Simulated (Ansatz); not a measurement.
# Is Cu-Rh stack of (111) layers a stable metal?, part 2 of 3

Question: is the lattice of Cu-Rh stack of (111) layers stable, and if so, what are its coupling constant and resistivity?

Ansatz 0.2.0; DFT PBEsol, scalar-relativistic, plane waves, PAW.

So far: Set-up; Rough relaxation.

### Step 3. Relaxation

Lattice constant and positions set the bands and the force constants, so the cell is relaxed first.

Contents of input.yaml:

```yaml
crystal:
  lattice:
    - [2.5521304727, -2.7418e-06, 0.0]
    - [-1.2760628619, 2.2102111941, 0.0]
    - [0.0, 0.0, 28.1878614963]
  atoms:
    - { symbol: Cu, position: [0.0, 0.0, 0.1965531444] }
    - { symbol: Rh, position: [0.3333333333, 0.6666666667, 0.2715181919] }
  periodic: [true, true, false]
kpoints:
  mp_grid: { grid: [15, 15, 1] }
hamiltonian:
  xc: pbesol
scf:
  occupations: { method: gaussian, width: 0.1 }
output:
  forces: true
  stress: true
  eigenvalues: true
  write_density: true
  write_potential: true
  elf: true
  volumetric_format: npy
relax:
  adjacent_minimum: "off"
  f_tol: 0.005
  max_steps: 80
  cell: { stress_2d_tol: 0.02 }
```

Launch:

```sh
$ ansatz run input.yaml --threads 4 --pin off --max-ram 16384MiB --backend cpu --events-out ev --progress --plain --runs-dir out
```

Numbers of over 12 decimals in the logs are rounded to 6 here.

The log of the run:

```text
[the first part of the log is left out]
  E_xc         = -307.815679
  E_vxc        = -390.896627  (∫ρ·V_xc dr)
  E_paw        = -5153.341700  (= ΣΔE_a)
  E_vpaw       = -726.660117  (= ΣTr[D̂ρ^β])
  E_aug_tail   = 0.001089  (compensation charges beyond the density's cutoff)
  E_ewald      = 54535.054423
  E_core_change = 0.482402  (= ΣΔE_core)
  E_smearing   = -0.012577  (= −TS)
  E_closure    = -0.000000  (closes the sum)
  Σ components = -12925.939357   (vs F -12925.939357, Δ=0.00e0)
--- Forces (eV/Å), atoms counted from 1 ---
  atom   1  Cu    -0.00000000    -0.00000000     0.00203460
  atom   2  Rh     0.00000000     0.00000000    -0.00203506
  max |Σ_I F_I| component: 4.55e-7 eV/Å
--- 2D stress c σ (N/m, compression-positive) ---
        0.019366      -0.000000      -0.000000
       -0.000000       0.019366      -0.000000
       -0.000000      -0.000000       0.000000
  P = ½ c Tr σ = 0.0194 N/m
--- Band table (eV; the first three rows and the last of 27) ---
[...]
--- Relaxed structure (2 steps of the walk, 2 accepted, 1 SCFs on fresh bases) ---
[...]
cell:  # Å, volume = 159.0668 Å³
    - [2.552663, -2.742360963664112e-6, 0]
    - [-1.276329, 2.210672, 0]
    - [0, 0, 28.1878614963]
  atoms:
    - { symbol: Cu, position: [0, -2.7753570326825266e-17, 0.196562] }
    - { symbol: Rh, position: [0.333333, 0.666667, 0.271510] }
```

Wall time 13 s (4 threads of Arm Neoverse V1, shared host); peak memory 0.49 GiB; 47 s of CPU time.

Little changed from the start: no atom moved by 0.005 Å and no cell edge by 0.1 %.

Electrostatic potential energy in the ca plane at fractional y = 0.667, with atoms of Rh within 0.2 Å of it. With pseudopotentials it is smooth inside the atoms' cores, unlike the true potential.

Ten even steps from '0' (-60 eV) to '9' (0 eV), each cell a mean:
```
99999999999998656898888999999999999999999999
99999999999998656898888999999999999999999999
99999999999999777887546899999999999999999999
99999999999999988984001689999999999999999999
99999999999999999972000489999999999999999999
99999999999999999972000489999999999999999999
99999999999999888984001689999999999999999999
99999999999999777887435899999999999999999999
```
Columns run along c (16.0 Å, from fractional 0.00 to 0.57 of the cell; values clipped at the 3rd and 97th percentile), rows up along a (2.6 Å). Atoms in or near the plane, at fractional coordinates: Rh at (0.27, 0.33).

Valence density in the ca plane at fractional y = 0.667, with atoms of Rh within 0.2 Å of it. It is the smooth field of the valence electrons, not physical close to the nuclei.

Ten steps, logarithmic in the rise over the least value, from '0' (0 e/Å³) to '9' (13 e/Å³), each cell a mean:
```
00000000000012454222333210000000000000000000
00000000000012454222333210000000000000000000
00000000000012343223564310000000000000000000
00000000000011222236887420000000000000000000
00000000000001122247998621000000000000000000
00000000000001122247998621000000000000000000
00000000000011222236887420000000000000000000
00000000000012343224565310000000000000000000
```
Columns run along c (16.0 Å, from fractional 0.00 to 0.57 of the cell), rows up along a (2.6 Å). Atoms in or near the plane, at fractional coordinates: Rh at (0.27, 0.33).

ELF in the ca plane at fractional y = 0.667, with atoms of Rh within 0.2 Å of it. It is the smooth field of the valence electrons, not physical close to the nuclei.

Values, 5 rows by 16 columns, each cell a mean:
```
0.00 0.00 0.01 0.07 0.16 0.19 0.19 0.24 0.25 0.13 0.02 0.00 0.00 0.00 0.00 0.00
0.00 0.00 0.01 0.07 0.18 0.18 0.21 0.36 0.28 0.12 0.02 0.00 0.00 0.00 0.00 0.00
0.00 0.00 0.01 0.07 0.22 0.23 0.29 0.68 0.46 0.10 0.02 0.00 0.00 0.00 0.00 0.00
0.00 0.00 0.01 0.07 0.23 0.26 0.31 0.71 0.49 0.10 0.02 0.00 0.00 0.00 0.00 0.00
0.00 0.00 0.01 0.07 0.19 0.18 0.22 0.47 0.32 0.11 0.02 0.00 0.00 0.00 0.00 0.00
```
Columns run along c (16.0 Å, from fractional 0.00 to 0.57 of the cell), rows up along a (2.6 Å). Atoms in or near the plane, at fractional coordinates: Rh at (0.27, 0.33).

### Step 4. Tight relaxation

Residual forces and stress shift phonon frequencies, so the cell is relaxed again, with tight thresholds and the mesh and smearing of this input.

input.yaml, the sections that differ from step 3:

```yaml
crystal:
  lattice:
    - [2.5526625492, -2.7424e-06, 0.0]
    - [-1.2763288996, 2.2106719861, 0.0]
    - [0.0, 0.0, 28.1878614963]
  atoms:
    - { symbol: Cu, position: [0.0, 0.0, 0.1965616418] }
    - { symbol: Rh, position: [0.3333333333, 0.6666666667, 0.2715096945] }
  periodic: [true, true, false]
scf:
  occupations: { method: methfessel_paxton, width: 0.2 }
relax:
  adjacent_minimum: "off"
  f_tol: 0.001
  max_steps: 60
  cell: { stress_2d_tol: 0.002 }
# kpoints, hamiltonian, output: as in step 3
```

The log of the run:

```text
[the first part of the log is left out]
  E_xc         = -307.818870
  E_vxc        = -390.900901  (∫ρ·V_xc dr)
  E_paw        = -5153.374799  (= ΣΔE_a)
  E_vpaw       = -726.724013  (= ΣTr[D̂ρ^β])
  E_aug_tail   = 0.001089  (compensation charges beyond the density's cutoff)
  E_ewald      = 54546.159055
  E_core_change = 0.482402  (= ΣΔE_core)
  E_smearing   = 0.002817  (= −TS)
  E_closure    = 0.000000  (closes the sum)
  Σ components = -12925.931933   (vs F -12925.931933, Δ=0.00e0)
--- Forces (eV/Å), atoms counted from 1 ---
  atom   1  Cu     0.00000000    -0.00000000    -0.00015236
  atom   2  Rh     0.00000000     0.00000000     0.00015246
  max |Σ_I F_I| component: 9.85e-8 eV/Å
--- 2D stress c σ (N/m, compression-positive) ---
       -0.000177      -0.000000       0.000000
       -0.000000      -0.000177       0.000000
        0.000000       0.000000      -0.000000
  P = ½ c Tr σ = -0.0002 N/m
--- Band table (eV; the first three rows and the last of 27) ---
[...]
--- Relaxed structure (3 steps of the walk, 3 accepted, 1 SCFs on fresh bases) ---
[...]
cell:  # Å, volume = 159.0370 Å³
    - [2.552424, -2.742150225294658e-6, 0]
    - [-1.276209, 2.210465, 0]
    - [0, 0, 28.1878614963]
  atoms:
    - { symbol: Cu, position: [0, -2.7755575615628914e-17, 0.196562] }
    - { symbol: Rh, position: [0.333333, 0.666667, 0.271509] }
```

The job ended after 15 s (4 threads; peak memory 0.49 GiB).

Little changed from the start: no atom moved by 0.005 Å and no cell edge by 0.1 %.

ELF in the ca plane at fractional y = 0.667, with atoms of Rh within 0.2 Å of it. It is the smooth field of the valence electrons, not physical close to the nuclei.

Ten even steps from '0' (0.00) to '9' (0.77), each cell a mean:
```
00000000001122222223333322100000000000000000
00000000001122222223333322100000000000000000
00000000001222222233454321100000000000000000
00000000001222222335897421100000000000000000
00000000001233333347999621100000000000000000
00000000001233333347999621100000000000000000
00000000001222222335897421100000000000000000
00000000001222222233554321100000000000000000
```
Columns run along c (16.0 Å, from fractional 0.00 to 0.57 of the cell), rows up along a (2.6 Å). Atoms in or near the plane, at fractional coordinates: Rh at (0.27, 0.33).

Electrostatic potential energy in the ca plane at fractional y = 0.667, with atoms of Rh within 0.2 Å of it. With pseudopotentials it is smooth inside the atoms' cores, unlike the true potential.

Ten even steps from '0' (-60 eV) to '9' (0 eV), each cell a mean:
```
99999999999998656898888999999999999999999999
99999999999998656898888999999999999999999999
99999999999999777887546899999999999999999999
99999999999999988984001689999999999999999999
99999999999999999972000489999999999999999999
99999999999999999972000489999999999999999999
99999999999999888984001689999999999999999999
99999999999999777887435899999999999999999999
```
Columns run along c (16.0 Å, from fractional 0.00 to 0.57 of the cell; values clipped at the 3rd and 97th percentile), rows up along a (2.6 Å). Atoms in or near the plane, at fractional coordinates: Rh at (0.27, 0.33).

Valence density in the ca plane at fractional y = 0.667, with atoms of Rh within 0.2 Å of it. It is the smooth field of the valence electrons, not physical close to the nuclei.

Ten steps, logarithmic in the rise over the least value, from '0' (0 e/Å³) to '9' (13 e/Å³), each cell a mean:
```
00000000000012454222333210000000000000000000
00000000000012454222333210000000000000000000
00000000000012343223564310000000000000000000
00000000000011222236887420000000000000000000
00000000000001122247998621000000000000000000
00000000000001122247998621000000000000000000
00000000000011222236887420000000000000000000
00000000000012343224565310000000000000000000
```
Columns run along c (16.0 Å, from fractional 0.00 to 0.57 of the cell), rows up along a (2.6 Å). Atoms in or near the plane, at fractional coordinates: Rh at (0.27, 0.33).

### Step 5. Lattice stability: q 2×2×1, k 8×8×1

Before any scattering is computed, the phonons show whether the structure is a minimum.

Contents of input.yaml:

```yaml
crystal:
  lattice:
    - [2.5524236435, -2.7422e-06, 0.0]
    - [-1.276209447, 2.2104650876, 0.0]
    - [0.0, 0.0, 28.1878614963]
  atoms:
    - { symbol: Cu, position: [0.0, 0.0, 0.1965622058] }
    - { symbol: Rh, position: [0.3333333333, 0.6666666667, 0.2715091305] }
  periodic: [true, true, false]
kpoints:
  mp_grid: { grid: [8, 8, 1] }
hamiltonian:
  xc: pbesol
scf:
  occupations: { method: methfessel_paxton, width: 0.2 }
output:
  eigenvalues: true
phonons:
  method: dfpt
  qmesh: [2, 2, 1]
  temperatures: { t_max: 1000, t_step: 50 }
  qpath:
    path:
      - [0.0, 0.0, 0.0]
      - [0.5, 0.0, 0.0]
      - [0.33333333, 0.33333333, 0.0]
      - [0.0, 0.0, 0.0]
    npoints: 10
```

The log of the run:

```text
[...]
Crystal: 2 atoms, lattice volume = 159.037 Å³
Basis set: ecut = 420 eV, 3173 PW (Γ), exchange–correlation on 36×36×384 points (8 copies of the dense FFT grid, shifted against one another)
Bands: 22, of which v1, the nominal top of the filled ones, is band 18 counted from 1 (17 counted from 0)
Symmetry: 6 space group operations
k-points: 10 of 64 (time reversal used)
[...]
SCF iter   1: F=—  HF=-12925.906768 eV  |F-HF|=—  |Δ(HF+E_count)|=         —  Δρ=7.99e-3  dr2=5.64e-2  ethr=1.77e-3  ⟨swp⟩=12.8  Hψ=1684  notcnv=0
[...]
SCF iter  13: F=-12925.896505 eV  HF=-12925.896505 eV  |F-HF|=3.71e-10  |Δ(HF+E_count)|=   9.08e-9  S|Δr|=    0.00e0  Δρ=8.50e-8  dr2=9.94e-12  ethr=1.00e-12  ⟨swp⟩=14.0  Hψ=2100  notcnv=0
SCF 1 converged in 13 iterations: F = -12925.896505 eV  dr2 = 9.94e-12
[...]
phonons: the bands overlap, so this run is a metal and interpolates without the dipole-dipole term. If the crystal is really an insulator or semiconductor, its LO-TO splitting is missing
NSCF: frozen V_eff on 10 k-points
WARN: eigensolver did not converge (k=1): 1 band(s) unlocked after 2 eigensolves, warm-restarted (20 sweeps on the last) at ethr=1.74e-12 eV (storage-precision floor; scheduled 1.00e-12 eV) (lowest unlocked band 21, counted from 0; max residual 3.05e-5 eV among the unlocked bands, 3.05e-5 eV over every band; other slots of this pass that fall short are told together in one closing line; warning suppressed until the next SCF loop or pass starts)
WARN: eigensolver did not converge in 6 slots of this pass, the one above among them; of largest residual over every band (k=8): 1 band(s) unlocked (lowest unlocked band 21, counted from 0; max residual 3.84e-5 eV among the unlocked bands, 3.84e-5 eV over every band); of lowest unlocked band (k=1): band 21
[...]
DFPT response loops at q = (0, 0, 0) (fractional): preconditioner auto → none (partly filled bands, converged f_vac=0.784); β = 0.50; Broyden in place of MSR1
[...]
SCF converged after 13 iterations
Stability not checked: this state was not tested for a lower state beside it, because cold or Methfessel-Paxton smearing, or corrected tetrahedra, fill the levels in a way that the test cannot read (fill_not_monotonic; see scf.lower_state_search)
Free energy (F): -12925.896505 eV
[...]
Internal energy: -12925.885510 eV  (E = F + TS)
E sigma→0 (E₀):  -12925.893756 eV
Entropy (-TS):   -0.010996 eV (-5.498 meV/atom)
Fermi energy:    -5.233871 eV
[...]
--- Band table (eV; the first three rows and the last of 10) ---
  k-point 0: bands = [... 14 lower, -7.5765, -6.7175, -6.7175, -6.6350, -4.7934, -4.7934, -4.5269, -0.4137]
  k-point 1: bands = [... 14 lower, -7.3390, -7.1812, -6.6816, -6.3583, -5.6467, -4.8940, -2.9575, 0.0626]
  k-point 2: bands = [... 14 lower, -7.1395, -6.9401, -6.7584, -5.7540, -5.1236, -4.6584, -0.9994, 1.4672]
  k-point 9: bands = [... 14 lower, -7.2027, -6.4240, -6.2346, -5.3890, -0.7716, 0.4599, 3.0703, 3.5112]
--- Phonons (Γ-DFPT): 4 representative perturbations + reference (Σ response iterations 24) ---
  ASR residual: 1.594e-4 → 0.000e0 eV/Å²; symmetrization residual: 3.473e-5 eV/Å²
  ASR residual per site (eV/Å²): 4.77e-5 1.59e-4
  Γ frequencies (cm⁻¹): 0.00 0.00 0.00 84.38 84.38 209.75
--- Phonons (arbitrary-q DFPT): 2 irreducible q on the 2×2×1 mesh ---
  q = [0.0000, 0.0000, 0.0000] (star 1, of the zone-centre solve; hermiticity 5.46e-6, symmetrization 2.73e-6): -0.00 0.00 0.00 84.38 84.38 209.75
  q = [0.0000, -0.5000, 0.0000] (star 3, 6 solved perturbations in 178 linear systems a pass and spin channel, the states on 34 of 64 k-point pairs; hermiticity 9.51e-7, symmetrization 4.21e-7): -62.62 -47.37 138.53 162.54 210.84 269.28
  sum rule: each row above includes the acoustic sum rule's correction from the zone centre's row sums; it moved no ω² by more than (0.65 cm⁻¹)²
  mesh force constants: q→R imaginary residual 1.76e-17; ASR residual 1.594e-4 → 0.000e0 eV/Å²; symmetrization residual 1.243e-14 eV/Å²
  interpolated dispersion: 31 rows × 6 modes
  density of states and harmonic sums: on the 28×28×1 q-mesh, interpolated from the force constants of a 2×2×1 supercell (no non-analytic term)
  largest difference from the sums on the solved wave vectors: F 2.27e-1 eV, S 3.18e-4 and C_V 9.07e-5 eV/K
  zero-point energy: 0.046481 eV/cell   skipped modes (ω ≤ 0): 100, of them read as no rigid motion or as one in doubt: 97 (1.194e0 modes/cell left out, lowest -72.61 cm⁻¹)   left out of the sums: 2.00e-1 of the cell's modes: C_V's classical limit lies that fraction below 3 k_B per atom; for a crystal, a wire or a layer, F and S can be off by more, and a phonons.interpolated_qmesh denser along its periods is the remedy for the sampling
```

Elapsed: 38 s, on 4 threads; peak memory 0.77 GiB.

In the SCF lines HF is the Harris–Foulkes energy and dr2 the Hartree energy of the density residual, in eV; the loop may stop once dr2 is under the threshold and the program's other checks hold. Hψ counts applications of the Hamiltonian.

Numbers from this step:

```
share of imaginary modes in the plain interpolation between solved wavevectors : 0.2071
highest frequency, solved or plainly interpolated                              : 269.3 cm⁻¹
```

Solved on the 2×2×1 mesh alone; all other wavevectors are interpolated. The phonon branches at the labelled points (cm⁻¹):

| point | branch 1 | branch 2 | branch 3 | branch 4 | branch 5 | branch 6 |
| --- | --- | --- | --- | --- | --- | --- |
| Γ | 0 | 0 | 0 | 84 | 84 | 210 |
| halfway | -46 | -25 | 113 | 148 | 180 | 208 |
| M | -63 | -47 | 138 | 162 | 211 | 269 |
| halfway | -68 | 96 | 157 | 165 | 205 | 252 |
| K | -73 | 143 | 171 | 190 | 206 | 214 |
| halfway | -53 | 59 | 121 | 163 | 180 | 213 |
| Γ | 0 | 0 | 0 | 84 | 84 | 210 |

The phonon branches as a text plot (rows in cm⁻¹):

```
    262 |               ***********
    248 |             **           **
    234 |                            ***     *******
    219 |           **                  *****       **
    205 |***********    ***********************       ***********
    191 |           ****              *******  *****
    177 |         **                **   **  ************
    162 |       **  *********************  ****     **
    148 |         **           ****     ***    ***    *****
    134 |     ****    *********      ***   **     **
    120 |         ****              *        **     **   ****
    105 |   ******                             ***    ***
     91 |*******                   *                     ********
     77 |   **                    *               **       **
     63 |                                           **
     48 |                       **                           ***
     34 | **                                          ***
     20 |                                                ****
      6 |*****                                               ****
     -9 |     **               *
    -23 | ****  ****                                         ***
    -37 |     ****  ******    *                          ****
    -51 |         ******  ****                      *****
    -66 |               ****************************
         Γ                   M           K                      Γ
```

Lowest modes at the softest wavevector of the mesh. The modes at q = (0.500, 0.000, 0.000) (shares of kinetic energy by element, %) (negative means imaginary):

| mode | frequency (cm⁻¹) | Cu % | Rh % |
| --- | --- | --- | --- |
| 1 | -62.6 | 7 | 93 |
| 2 | -47.4 | 4 | 96 |
| 3 | 138.5 | 96 | 4 |
| 4 | 162.5 | 90 | 10 |
| 5 | 210.8 | 95 | 5 |
| 6 | 269.3 | 8 | 92 |

Displacements in mode 1 (-62.6 cm⁻¹), the largest set to 1, in the home cell:
```
Cu1 0.20 0.12 0.27
Rh2 0.03 0.02 1.00
```

Displacements in mode 6 (269.3 cm⁻¹), the largest set to 1, in the home cell:
```
Cu1  0.18  0.10 -0.36
Rh2  1.00  0.58 -0.01
```

Among the solved wavevectors the lowest mode, translations apart, is -62.6 cm⁻¹, imaginary.

(Part 2 of 3 ends here.)

[Logs are printed without paths, hosts, clocks, repeated set-up lines and the standing remarks that a program may print on its own settings, such as how far it seeks lower states.]

[Hosts, paths, dates, database ids (printed as entryN), source tags and the programs' standing remarks are cut or masked in the printed files.]
